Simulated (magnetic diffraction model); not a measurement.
**Which magnetic order? DyNi2C2**

Space group C2/c (no. 15), a = 8.6280 Å, b = 5.4590 Å, c = 7.0880 Å, β = 126.55°.

```csv
site,atom,x,y,z
4e,Dy,0,0.8663,3/4
8f,Ni,0.6205,0.9150,0.6922
8f,C,0.1714,0.6623,0.5289
```

The compound is invented for this exercise: a known structure type with other elements, its cell scaled to their sizes and not relaxed.

Only Dy is taken to order (form factors of Dy3+); orders and moment sizes are assumed, and not adapted to the symmetry. Radiation: neutrons of λ = 2.567 Å (absorption by Dy left out), 8° to 70°; isotropic B of 0.1 Å² (Dy), 0.14 Å² (Ni) and 0.22 Å² (C). The intensities are simulated: I ∝ L Σ (|F_N|² + |F_M⊥|²) for unpolarised neutrons, with F_M = 2.695 fm/μB × Σ f(s) S exp(2πi Q·r) exp(−B s²) at Q = H ± k (one set where k and −k are equivalent), only the part normal to Q counting and L = 1/(sin²θ cos θ). For collinear order S is the moment m, which repeats by lattice and centring translations R with the sign exp(−2πi k·R). Form factors are spin-only for 3d ions and dipole or tabulated for f ions, scattering lengths are Sears's of 1992, and absorption is left out. A label names one of the reflections at its angle. The strongest nuclear line in the range is 100, and lines under 0.2 are left out.

Above the ordering temperature:

```tsv
2θ (°)	index	I
34.83	(1 1 0)	6.6
43.48	(2 0 0)	10.7
44.20	(2 0 -2)	4.4
51.70	(1 1 1)	25.5
52.18	(1 1 -2)	30.2
53.59	(0 0 2)	25.6
56.10	(0 2 0)	0.3
62.04	(3 1 -1)	44.0
62.46	(3 1 -2)	49.8
62.86	(0 2 1)	100.0
67.62	(2 2 -1)	44.8
```

Below it (cell unchanged):

```
2θ (°)      I
 12.94   68.3
 32.31   50.7
 34.83    6.6
 36.90    6.1
 37.31   19.3
 39.52    7.0
 41.78   14.5
 42.15   30.5
 43.48   10.7
 44.20    4.4
 51.70   25.5
 52.18   30.2
 53.59   25.6
 54.01    9.2
 56.10    0.3
 57.84   16.1
 60.59   10.9
 62.04   44.0
 62.46   49.8
 62.86  100.0
 63.70    3.9
 64.26   10.0
 66.67    4.2
 67.49   11.8
 67.62   44.8
 68.60    2.2
 69.06    8.9
 69.32   11.1
```

**Question.** Find the propagation vector, then choose among these models:
A. collinear moments along [111], 7.4 μB on Dy; signs + at (0, 0.8663, 3/4), − at (1/2, 0.6337, 1/4)
B. collinear moments along [111], 7.4 μB on Dy; signs + at (0, 0.8663, 3/4), + at (1/2, 0.6337, 1/4)
C. collinear moments along [101], 7.4 μB on Dy; signs + at (0, 0.8663, 3/4), + at (1/2, 0.6337, 1/4)
D. collinear moments along [101], 7.4 μB on Dy; signs + at (0, 0.8663, 3/4), − at (1/2, 0.6337, 1/4)

The new lines index as (0 0 1/2) at 12.94°, (-1 1 1/2) at 32.31°, (2 0 -1/2) at 36.90° and (2 0 -3/2) at 37.31°, that is as H ± k with k = (0 0 1/2). Half indices mean that the moments reverse under translations with k·R a half-integer, and the magnetic cell has twice the primitive volume.

Magnetic intensity, observed (below minus above) and for each model:

| 2θ (°) | index | observed | A | B | C | D |
| --- | --- | --- | --- | --- | --- | --- |
| 12.94 | (0 0 1/2) | 68.3 | 109.9 | 109.9 | 68.3 | 68.3 |
| 32.31 | (1 1 -1/2) | 50.7 | 23.5 | 52.8 | 50.7 | 50.7 |
| 41.78 | (1 -1 1/2) | 14.5 | 31.7 | 0.4 | 14.5 | 14.5 |
| 42.15 | (-1 1 3/2) | 30.5 | 21.1 | 31.1 | 30.5 | 30.5 |
| 57.84 | (0 2 1/2) | 16.1 | 9.9 | 11.2 | 16.1 | 16.1 |
| 60.59 | (-3 1 3/2) | 10.9 | 14.8 | 7.6 | 10.9 | 10.9 |
| 63.70 | (1 1 3/2) | 3.9 | 1.6 | 11.4 | 3.9 | 3.9 |
| 66.67 | (3 1 -1/2) | 4.2 | 2.3 | 10.5 | 4.2 | 4.2 |

Models C and D match alike on every line, so these data can't choose among them (such ties are often domains of one structure).

The structure used: k = (0 0 1/2), collinear moments along [101], 7.4 μB on Dy; signs + at (0, 0.8663, 3/4), + at (1/2, 0.6337, 1/4).

[Logs are printed without paths, hosts, clocks, repeated set-up lines and the standing remarks that a program may print on its own settings, such as how far it seeks lower states.]
